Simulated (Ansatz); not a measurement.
# La on Rh(111): change of the work function

Aim: the work function of Rh(111) at several coverages of La (fcc site), and the dipole that each adsorbate carries.

Calculated with Ansatz 0.2.0; plane-wave DFT, PBE, Ansatz PAW.

**1. The starting structure**

The cell holds 4 atoms: 4 Rh. Its edges and angles: a = 2.687 Å, b = 2.687 Å, c = 24.582 Å, α = 90.0°, β = 90.0°, γ = 60.0°. Vacuum lies along c.

Structure file:

```cif
data_structure
_symmetry_space_group_name_H-M 'P 1'
_symmetry_Int_Tables_number 1
_cell_length_a 2.6870
_cell_length_b 2.6870
_cell_length_c 24.5818
_cell_angle_alpha 90.000
_cell_angle_beta 90.000
_cell_angle_gamma 60.000
_cell_volume 153.70
loop_
_atom_site_label
_atom_site_type_symbol
_atom_site_fract_x
_atom_site_fract_y
_atom_site_fract_z
_atom_site_occupancy
Rh1 Rh 0.00000 0.00000 0.36612 1
Rh2 Rh 0.33333 0.33333 0.45537 1
Rh3 Rh 0.66667 0.66667 0.54463 1
Rh4 Rh 0.00000 0.00000 0.63388 1
```

**2. The clean slab**

The bare slab comes first, as the zero from which every change is counted. The two lowest layers are held at bulk places and the upper ones relax. The dipole correction removes the false field that a one-sided slab makes across the periodic vacuum, so each face gets a flat vacuum level of its own.

The input, input.yaml:

```yaml
crystal:
  lattice:
    - [2.6870057685, 0.0, 0.0]
    - [1.3435028843, 2.3270152556, 0.0]
    - [0.0, 0.0, 24.5817930688]
  atoms:
    - { symbol: Rh, position: [0.0, 0.0, 0.3661246344] }
    - { symbol: Rh, position: [0.3333333333, 0.3333333333, 0.4553748781] }
    - { symbol: Rh, position: [0.6666666667, 0.6666666667, 0.5446251219] }
    - { symbol: Rh, position: [0.0, 0.0, 0.6338753656] }
kpoints:
  mp_grid: { grid: [12, 12, 1] }
hamiltonian:
  xc: pbe
scf:
  occupations: { method: fermi_dirac, width: 0.1 }
  convergence: { dr2_threshold: 1.0e-08 }
efield:
  axis: 3
  dipole_correction: true
  ramp_position: 0.97
  ramp_width: 0.06
relax:
  f_tol: 0.02
  max_steps: 60
  constraints: [{ sites: [0, 1] }]
output:
  write_potential: true
  write_density: true
  volumetric_format: npy
```

Launch:

```bash
$ ansatz run input.yaml --threads 4 --pin off --max-ram 16384MiB --backend cpu --events-out ev --progress --plain --runs-dir out
```

Output:

```text
Engine: ansatz 0.2.0, aarch64-unknown-linux-gnu
Pseudopotentials: kind: paw
Pseudopotential: Rh, paw, valence charge 17, recommended cutoff 420 eV (normal), Rh.paw.azcp
Functional definition: PBE
  parameter kappa = 0.804
  parameter beta = 0.066725
  exchange = pbe_x(kappa = kappa, mu = beta*pi^2/3)
  correlation = pbe_c(beta = beta)
Crystal: 4 atoms, lattice volume = 153.703 Å³
Basis set: ecut = 420 eV, 3065 PW (Γ), exchange–correlation on 36×36×360 points (8 copies of the dense FFT grid, shifted against one another)
Bands: 41, of which v1, the nominal top of the filled ones, is band 34 counted from 1 (33 counted from 0)
Symmetry: 6 space group operations
k-points: 19 of 144 (time reversal used)
Non-local potential: Rh, projectors of the file, l = 0: 3, l = 1: 2, l = 2: 2, l = 3: 1
PAW form: soft (Blöchl's): semilocal exchange-correlation on the pseudo side does not see the compensation charge
PAW one-centre angular grid: Rh, 590 points (default); XC on 64 Gauss nodes
Initial density: superposition of atomic densities (neutral atoms: chi_scale 0, normalization atom), corrected by the library's trained network
Initial wavefunctions: pseudopotential atomic-orbital guess
Functional: x = pbe(κ = 0.804, μ = 0.219515), c = pbe(β = 0.066725)
SCF iter   1: F=—  HF=-25610.048058 eV  |F-HF|=—  |Δ(HF+E_count)|=         —  Δρ=3.00e-3  dr2=7.23e-3  ethr=1.77e-3  p=-0.000 e·Å  D=-1.92e-14 V/Å  ΔV_dip=0.00 eV  dr2_dipole=1.99e-7  V_vac-E_F(+/−)=4.98/4.98 eV  ⟨swp⟩=8.3  Hψ=3723  notcnv=0  defer=3
efield: sawtooth ramp at fractional position 0.9700 (set: `efield.ramp_position`, or a place that a band, a saddle search or an elastic batch's reference lends), width 0.0600; the density the first Hamiltonian is built on has a dipole p = -0.000 e·Å; the dipole correction subtracts the counter field D = -1.92e-14 V/Å, which shifts the + side's vacuum level by +0.00 eV against the − side's; the planar-averaged density in the ramp window peaks in size at 3.7e-6 e/Å³
preconditioner: auto → LDOS  [metal: Δε(μ)=0.005 eV  Ē_g=5.586 eV  σ=0.100 eV  W_gap=0.01  n_scr=18 (ndim 8)  ℏωp=18.0 eV  f_vac=0.588  D(μ)=6.30/eV (n_scr^D=38)  β→1.0]
SCF iter   2: F=—  HF=-25610.050255 eV  |F-HF|=—  |Δ(HF+E_count)|=   2.20e-3  Δρ=1.42e-3  dr2=2.83e-3  ethr=1.06e-5  p=0.000 e·Å  D=2.16e-5 V/Å  ΔV_dip=-0.00 eV  dr2_dipole=2.84e-7  V_vac-E_F(+/−)=5.18/5.18 eV  ⟨swp⟩=3.2  Hψ=1977  notcnv=0  defer=5
SCF iter   3: F=—  HF=-25610.049790 eV  |F-HF|=—  |Δ(HF+E_count)|=   4.66e-4  Δρ=6.39e-4  dr2=1.01e-3  ethr=4.16e-6  p=0.000 e·Å  D=7.89e-6 V/Å  ΔV_dip=-0.00 eV  dr2_dipole=2.56e-8  V_vac-E_F(+/−)=5.16/5.16 eV  ⟨swp⟩=3.1  Hψ=1662  notcnv=0  defer=5
SCF iter   4: F=—  HF=-25610.049607 eV  |F-HF|=—  |Δ(HF+E_count)|=   1.82e-4  Δρ=2.42e-4  dr2=8.22e-5  ethr=1.49e-6  p=0.000 e·Å  D=4.71e-6 V/Å  ΔV_dip=-0.00 eV  dr2_dipole=6.13e-10  V_vac-E_F(+/−)=5.17/5.17 eV  ⟨swp⟩=2.0  Hψ=1119  notcnv=0  defer=5
SCF iter   5: F=—  HF=-25610.049591 eV  |F-HF|=—  |Δ(HF+E_count)|=   1.68e-5  Δρ=6.97e-5  dr2=8.06e-6  ethr=1.21e-7  p=0.000 e·Å  D=3.22e-6 V/Å  ΔV_dip=-0.00 eV  dr2_dipole=2.45e-10  V_vac-E_F(+/−)=5.17/5.17 eV  ⟨swp⟩=2.5  Hψ=1423  notcnv=0  defer=5
SCF iter   6: F=—  HF=-25610.049590 eV  |F-HF|=—  |Δ(HF+E_count)|=   6.64e-7  Δρ=1.34e-5  dr2=5.18e-7  ethr=1.18e-8  p=0.000 e·Å  D=1.21e-6 V/Å  ΔV_dip=-0.00 eV  dr2_dipole=9.29e-12  V_vac-E_F(+/−)=5.17/5.17 eV  ⟨swp⟩=2.1  Hψ=1270  notcnv=0  defer=5
SCF iter   7: F=—  HF=-25610.049590 eV  |F-HF|=—  |Δ(HF+E_count)|=   2.79e-7  Δρ=5.14e-6  dr2=1.23e-7  ethr=7.62e-10  p=0.000 e·Å  D=5.79e-7 V/Å  ΔV_dip=-0.00 eV  dr2_dipole=1.73e-12  V_vac-E_F(+/−)=5.17/5.17 eV  ⟨swp⟩=3.3  Hψ=1732  notcnv=0  defer=5
SCF iter   8: F=—  HF=-25610.049590 eV  |F-HF|=—  |Δ(HF+E_count)|=   5.12e-8  Δρ=1.84e-6  dr2=1.43e-8  ethr=1.82e-10  p=0.000 e·Å  D=2.16e-7 V/Å  ΔV_dip=-0.00 eV  dr2_dipole=2.19e-13  V_vac-E_F(+/−)=5.17/5.17 eV  ⟨swp⟩=2.2  Hψ=975  notcnv=0  defer=5
SCF iter   9: F=-25610.049590 eV  HF=-25610.049590 eV  |F-HF|=2.91e-9  |Δ(HF+E_count)|=   5.47e-9  Δρ=5.56e-7  dr2=7.73e-10  ethr=1.47e-11  p=0.000 e·Å  D=8.59e-8 V/Å  ΔV_dip=-0.00 eV  dr2_dipole=7.15e-13  V_vac-E_F(+/−)=5.17/5.17 eV  ⟨swp⟩=9.8  Hψ=5462  notcnv=0
SCF 1 converged in 9 iterations: F = -25610.049590 eV  dr2 = 7.73e-10
  greatest PAW one-centre occupation: 1.000 electrons in one spin orbital (limit 2), on the Rh atom at site 2 (counted from 0), in its partial waves of l = 0
relax step   1: F+E_penalty+E_count = -25610.04959025 eV  Δ(F+E_penalty+E_count) = +0.000e0 eV  max|allowed force component| = 3.499e-2 eV/Å  Δτ_max = 0.0000 Å  (9 SCF iters, accepted)
Initial density: handed on by an earlier stage of this run
Initial wavefunctions: those handed on with the density
iter 1 solved again at ethr=2.02e-5 eV; its pass at ethr=3.10e-3 eV (dr2=1.37e-2 eV) is discarded
SCF iter   1: F=—  HF=-25610.049956 eV  |F-HF|=—  |Δ(HF+E_count)|=         —  Δρ=1.41e-3  dr2=1.32e-2  ethr=2.02e-5  p=-0.000 e·Å  D=-1.72e-8 V/Å  ΔV_dip=0.00 eV  dr2_dipole=4.55e-3  V_vac-E_F(+/−)=5.17/5.17 eV  ⟨swp⟩=1.3  Hψ=2099  notcnv=0  defer=5
efield: sawtooth ramp at fractional position 0.9700 (set: `efield.ramp_position`, or a place that a band, a saddle search or an elastic batch's reference lends), width 0.0600; the density the first Hamiltonian is built on has a dipole p = -0.000 e·Å; the dipole correction subtracts the counter field D = -1.72e-8 V/Å, which shifts the + side's vacuum level by +0.00 eV against the − side's; the planar-averaged density in the ramp window peaks in size at 1.1e-6 e/Å³
preconditioner: auto → LDOS  [metal: Δε(μ)=0.011 eV  Ē_g=5.583 eV  σ=0.100 eV  W_gap=0.03  n_scr=18 (ndim 8)  ℏωp=18.0 eV  f_vac=0.589  D(μ)=6.28/eV (n_scr^D=38)  β→1.0]
SCF iter   2: F=—  HF=-25610.049812 eV  |F-HF|=—  |Δ(HF+E_count)|=   1.45e-4  Δρ=5.73e-4  dr2=4.48e-4  ethr=1.95e-5  p=-0.000 e·Å  D=-7.30e-5 V/Å  ΔV_dip=0.00 eV  dr2_dipole=6.02e-5  V_vac-E_F(+/−)=5.17/5.17 eV  ⟨swp⟩=1.3  Hψ=785  notcnv=0  defer=5
SCF iter   3: F=—  HF=-25610.049720 eV  |F-HF|=—  |Δ(HF+E_count)|=   9.20e-5  Δρ=3.44e-4  dr2=2.78e-4  ethr=6.58e-7  p=0.000 e·Å  D=3.36e-4 V/Å  ΔV_dip=-0.01 eV  dr2_dipole=5.68e-5  V_vac-E_F(+/−)=5.16/5.17 eV  ⟨swp⟩=3.8  Hψ=1937  notcnv=0  defer=5
SCF iter   4: F=—  HF=-25610.049680 eV  |F-HF|=—  |Δ(HF+E_count)|=   4.00e-5  Δρ=4.06e-5  dr2=4.97e-6  ethr=4.09e-7  p=0.000 e·Å  D=1.14e-4 V/Å  ΔV_dip=-0.00 eV  dr2_dipole=1.06e-8  V_vac-E_F(+/−)=5.17/5.17 eV  ⟨swp⟩=2.0  Hψ=1120  notcnv=0  defer=5
SCF iter   5: F=—  HF=-25610.049673 eV  |F-HF|=—  |Δ(HF+E_count)|=   6.23e-6  Δρ=1.60e-5  dr2=7.23e-7  ethr=7.30e-9  p=0.000 e·Å  D=1.16e-4 V/Å  ΔV_dip=-0.00 eV  dr2_dipole=1.40e-8  V_vac-E_F(+/−)=5.17/5.17 eV  ⟨swp⟩=3.6  Hψ=1778  notcnv=0  defer=5
SCF iter   6: F=—  HF=-25610.049674 eV  |F-HF|=—  |Δ(HF+E_count)|=   4.90e-7  Δρ=5.88e-6  dr2=1.11e-7  ethr=1.06e-9  p=0.000 e·Å  D=1.19e-4 V/Å  ΔV_dip=-0.00 eV  dr2_dipole=8.70e-9  V_vac-E_F(+/−)=5.17/5.17 eV  ⟨swp⟩=2.1  Hψ=1053  notcnv=0  defer=5
SCF iter   7: F=-25610.049674 eV  HF=-25610.049674 eV  |F-HF|=3.74e-8  |Δ(HF+E_count)|=   1.26e-7  Δρ=1.67e-6  dr2=5.94e-9  ethr=1.47e-11  p=0.000 e·Å  D=1.18e-4 V/Å  ΔV_dip=-0.00 eV  dr2_dipole=2.05e-11  V_vac-E_F(+/−)=5.17/5.17 eV  ⟨swp⟩=8.8  Hψ=6148  notcnv=0
SCF 2 converged in 7 iterations: F = -25610.049674 eV  dr2 = 5.94e-9
relax step   2: F+E_penalty+E_count = -25610.04967410 eV  Δ(F+E_penalty+E_count) = -8.384e-5 eV  max|allowed force component| = 2.244e-2 eV/Å  Δτ_max = 0.0127 Å  (7 SCF iters, accepted)
SCF iter   1: F=—  HF=-25610.049763 eV  |F-HF|=—  |Δ(HF+E_count)|=         —  Δρ=5.17e-4  dr2=1.81e-3  ethr=2.64e-5  p=0.000 e·Å  D=1.18e-4 V/Å  ΔV_dip=-0.00 eV  dr2_dipole=6.21e-4  V_vac-E_F(+/−)=5.17/5.17 eV  ⟨swp⟩=2.1  Hψ=1238  notcnv=0  defer=5
efield: sawtooth ramp at fractional position 0.9700 (set: `efield.ramp_position`, or a place that a band, a saddle search or an elastic batch's reference lends), width 0.0600; the density the first Hamiltonian is built on has a dipole p = 0.000 e·Å; the dipole correction subtracts the counter field D = 1.18e-4 V/Å, which shifts the + side's vacuum level by -0.00 eV against the − side's; the planar-averaged density in the ramp window peaks in size at 9.0e-7 e/Å³
preconditioner: auto → LDOS  [metal: Δε(μ)=0.011 eV  Ē_g=5.578 eV  σ=0.100 eV  W_gap=0.03  n_scr=18 (ndim 8)  ℏωp=18.0 eV  f_vac=0.589  D(μ)=6.28/eV (n_scr^D=38)  β→1.0]
SCF iter   2: F=—  HF=-25610.049743 eV  |F-HF|=—  |Δ(HF+E_count)|=   2.08e-5  Δρ=1.96e-4  dr2=5.12e-5  ethr=2.66e-6  p=0.000 e·Å  D=1.57e-4 V/Å  ΔV_dip=-0.00 eV  dr2_dipole=7.88e-6  V_vac-E_F(+/−)=5.17/5.17 eV  ⟨swp⟩=1.2  Hψ=936  notcnv=0  defer=5
SCF iter   3: F=—  HF=-25610.049729 eV  |F-HF|=—  |Δ(HF+E_count)|=   1.37e-5  Δρ=1.13e-4  dr2=3.33e-5  ethr=7.53e-8  p=0.000 e·Å  D=2.72e-6 V/Å  ΔV_dip=-0.00 eV  dr2_dipole=7.51e-6  V_vac-E_F(+/−)=5.17/5.17 eV  ⟨swp⟩=3.4  Hψ=1737  notcnv=0  defer=5
SCF iter   4: F=—  HF=-25610.049724 eV  |F-HF|=—  |Δ(HF+E_count)|=   4.52e-6  Δρ=1.39e-5  dr2=6.45e-7  ethr=4.89e-8  p=0.000 e·Å  D=7.60e-5 V/Å  ΔV_dip=-0.00 eV  dr2_dipole=1.24e-8  V_vac-E_F(+/−)=5.17/5.17 eV  ⟨swp⟩=2.0  Hψ=1111  notcnv=0  defer=5
SCF iter   5: F=—  HF=-25610.049722 eV  |F-HF|=—  |Δ(HF+E_count)|=   2.95e-6  Δρ=5.64e-6  dr2=9.33e-8  ethr=9.48e-10  p=0.000 e·Å  D=7.48e-5 V/Å  ΔV_dip=-0.00 eV  dr2_dipole=3.73e-9  V_vac-E_F(+/−)=5.17/5.17 eV  ⟨swp⟩=3.6  Hψ=1645  notcnv=0  defer=5
SCF iter   6: F=—  HF=-25610.049722 eV  |F-HF|=—  |Δ(HF+E_count)|=   1.30e-7  Δρ=1.95e-6  dr2=1.17e-8  ethr=1.37e-10  p=0.000 e·Å  D=7.30e-5 V/Å  ΔV_dip=-0.00 eV  dr2_dipole=7.61e-10  V_vac-E_F(+/−)=5.17/5.17 eV  ⟨swp⟩=2.2  Hψ=1093  notcnv=0  defer=5
SCF iter   7: F=-25610.049722 eV  HF=-25610.049722 eV  |F-HF|=9.63e-9  |Δ(HF+E_count)|=   1.96e-8  Δρ=6.17e-7  dr2=1.05e-9  ethr=1.47e-11  p=0.000 e·Å  D=7.30e-5 V/Å  ΔV_dip=-0.00 eV  dr2_dipole=6.42e-13  V_vac-E_F(+/−)=5.17/5.17 eV  ⟨swp⟩=9.8  Hψ=5444  notcnv=0
SCF 3 converged in 7 iterations: F = -25610.049722 eV  dr2 = 1.05e-9
relax step   3: F+E_penalty+E_count = -25610.04972167 eV  Δ(F+E_penalty+E_count) = -4.757e-5 eV  max|allowed force component| = 3.975e-4 eV/Å  Δτ_max = 0.0047 Å  (7 SCF iters, accepted)
NSCF: frozen V_eff on 19 k-points
the band table was solved once a step of the walk had ended and its energy, with any forces and stress, was formed, with the checks that follow a solve (3909 applications of the Hamiltonian). They found nothing against the state; the energy, forces and stress were not computed again (output.eigenvalues in the input reference)
WARN: The output density's exchange-correlation potential varies sharply where the density is thin. Do not read a vacuum level from v_tot or v_xc, or from such a field of the output density. On a cell that repeats whose density bears no net charge and no dipole along the vacuum's axis use v_es (v_loc + v_h of the components); under efield.dipole_correction with no amplitude use v_es + v_field, which holds any externa [...]
SCF converged after 7 iterations
Free energy (F): -25610.049722 eV
Harris-Foulkes:  -25610.049722 eV  (|F-HF|=9.63e-9)
Internal energy: -25609.837670 eV  (E = F + TS)
E sigma→0 (E₀):  -25609.943696 eV
Entropy (-TS):   -0.212052 eV (-53.013 meV/atom)
Fermi energy:    4.706112 eV
Dipole field:    D = 0.000072 V/Å  (p = 0.000061 e·Å, saw-weighted, corrected)
Work function:   Φ+ = 5.1674 eV   Φ− = 5.1692 eV
Levels:          The Fermi level and band energies are counted from a zero that moves with the ramp; work functions are not
--- Per-component energies (eV) ---
  E_band       = -1526.571688
  E_kinetic    = 2290.090185
  E_local      = -122491.003598  (includes V_loc(G=0)·N_el)
  E_nonlocal   = 1421.302643
  E_hartree    = 59724.727791
  E_xc         = -884.908045
  E_vxc        = -1110.509521  (∫ρ·V_xc dr)
  E_paw        = -14348.611587  (= ΣΔE_a)
  E_vpaw       = -1085.912723  (= ΣTr[D̂ρ^β])
  E_aug_tail   = 0.003404  (compensation charges beyond the density's cutoff)
  E_efield     = 0.000000  (sawtooth field / dipole correction)
  E_vefield    = 0.000014  (∫n·V_field dr)
  E_ewald      = 48678.561538
  E_smearing   = -0.212052  (= −TS)
  E_closure    = -0.000000  (closes the sum)
  Σ components = -25610.049722   (vs F -25610.049722, Δ=0.00e0)
--- Forces (eV/Å), atoms counted from 1 ---
  atom   1  Rh    -0.00000000     0.00000000     0.03097946
  atom   2  Rh    -0.00000000    -0.00000000    -0.03084720
  atom   3  Rh    -0.00000000     0.00000000    -0.00039750
  atom   4  Rh     0.00000000    -0.00000000     0.00027289
  max |Σ_I F_I| component: 7.64e-6 eV/Å
--- Band table (eV; the first three rows and the last of 19) ---
  k-point 0: bands = [... 30 lower, 2.7526, 3.6994, 3.6994, 3.9980, 3.9980, 4.7099, 4.7099, 4.8205, ... 3 higher]
  k-point 1: bands = [... 30 lower, 2.5536, 3.5756, 3.5774, 3.8488, 4.0260, 4.1381, 4.5315, 4.7073, ... 3 higher]
  k-point 2: bands = [... 30 lower, 2.9651, 3.0842, 3.3252, 3.5013, 3.8110, 4.0323, 4.6964, 5.0882, ... 3 higher]
  k-point 18: bands = [... 30 lower, 3.6443, 3.6486, 4.5244, 4.8653, 4.9521, 4.9529, 11.6585, 11.8523, ... 3 higher]
--- Relaxed structure (3 steps of the walk, 3 accepted, 0 SCFs on fresh bases) ---
  F+E_penalty+E_count = -25610.04972167 eV   max|allowed force component| = 3.975e-4 eV/Å
  atoms:
    - { symbol: Rh, position: [0.0, 0.0, 0.3661246344] }
    - { symbol: Rh, position: [0.333333, 0.333333, 0.455375] }
    - { symbol: Rh, position: [0.666667, 0.666667, 0.544472] }
    - { symbol: Rh, position: [0, 0, 0.633551] }
```

It took 9.5 s on 4 threads of Arm Neoverse V1, shared host; peak memory 0.46 GiB.

The column dr2 measures how far the density is from self-consistency, as an energy; F and HF (Harris–Foulkes) agree once it is small.

Step by step:

```csv
step,energy less that of the first step (eV),largest force component (eV/Å)
1,0.0000,0.0350
2,-0.0001,0.0224
3,-0.0001,0.0004
```

Forces are held to the 6 operations that the program found; a distortion that breaks them can't arise in this run.

Numbers from this step:

| Item | Value |
| --- | --- |
| energy at zero smearing | -25609.9437 eV |
| work function, upper face | 5.167 eV |
| dipole along the normal | 6.10e-5 e·Å |

Running mean over 2.194 Å of the planar mean; the ramp of the sawtooth is left out. The electron's electrostatic potential energy less the Fermi level by z:

```csv
z (Å),electron's electrostatic potential energy less the Fermi level (eV)
3.5,5.17
4.0,5.17
4.5,5.17
5.0,5.16
5.5,5.15
6.0,5.10
6.5,4.90
7.0,4.16
7.5,0.989
8.0,-5.57
8.5,-11.0
9.0,-12.7
9.5,-13.0
10.0,-13.1
10.5,-13.1
11.0,-13.2
11.5,-13.3
12.0,-13.3
12.5,-13.3
13.0,-13.3
13.5,-13.2
14.0,-13.2
14.5,-13.1
15.0,-13.0
15.5,-12.8
16.0,-11.5
16.5,-6.58
17.0,0.143
17.5,3.93
18.0,4.85
18.5,5.08
19.0,5.14
19.5,5.16
20.0,5.17
20.5,5.17
21.0,5.17
21.5,5.17
```

The relaxation took 3 steps and lowered the energy by 1.3e-4 eV; the largest force on the free atoms ends at 4.0e-4 eV/Å.

The work function of the upper face is 5.17 eV.

(Continued in part 2 of 3.)

[Long decimals in the printed logs are rounded to 6 places.]

[Logs are printed without paths, hosts, clocks, repeated set-up lines and the standing remarks that a program may print on its own settings, such as how far it seeks lower states.]

[Hosts, paths, dates, database ids (printed as entryN), source tags and the programs' standing remarks are cut or masked in the printed files.]

[Maps of the electrostatic potential energy from Ansatz leave out the sawtooth potential of an applied field or a dipole correction, so their vacuum need not be flat; planar profiles and work functions include it.]
